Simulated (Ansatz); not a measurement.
Rows from a G0W0 calculation on Si3N4 (Fd-3m) (Ansatz 0.2.0; G0W0 on PBE with a share 0.35 of exact exchange, plane waves, PAW; PAW set soft_1; 4×4×4 mesh, 492 empty bands, screening to 150 eV, PAW set soft_1 files), in eV. Spin-orbit coupling is left out.

```
row                       k  band   start       Σx  Σc at the solution      Vxc
  A  (0.000, 0.250, -0.250)    v2   8.204  -21.670               2.700  -19.429
  B                       Γ    v1   9.128  -22.523               2.586  -20.426
  C                       Γ    c1  15.416   -8.198              -3.936  -12.024
  D  (0.000, 0.250, -0.250)    c2  17.844   -8.194              -4.254  -12.343
  E  (0.000, 0.250, -0.250)    v1   9.146  -22.383               2.595  -20.280
  F  (0.000, 0.250, -0.250)    c1  17.262   -7.857              -4.182  -11.926
```

Q: Work out each quasiparticle level and how far it moved.

The quasiparticle equation reads E = start + Σx + Σc(E) − Vxc.

```
row  E (eV)  shift (eV)
  A   8.663      +0.459
  B   9.616      +0.489
  C  15.305      −0.111
  D  17.740      −0.104
  E   9.638      +0.492
  F  17.148      −0.114
```

The gap over the computed points goes from 6.27 eV to 5.67 eV.

Limits: not at the basis limit.

[Paths, hosts, dates, memory and timing lines, banners, echoed tables and standing remarks are left out of the program output.]

[Logs are printed without paths, hosts, clocks, repeated set-up lines and the standing remarks that a program may print on its own settings, such as how far it seeks lower states.]

[Runs of the session that timed out or met a known fault of the program may be left out.]

[Cells called generated may have been cut or substituted from an entry of the Crystallography Open Database or the Materials Project.]

[Hosts, paths, dates, database ids (printed as entryN), source tags and the programs' standing remarks are cut or masked in the printed files.]
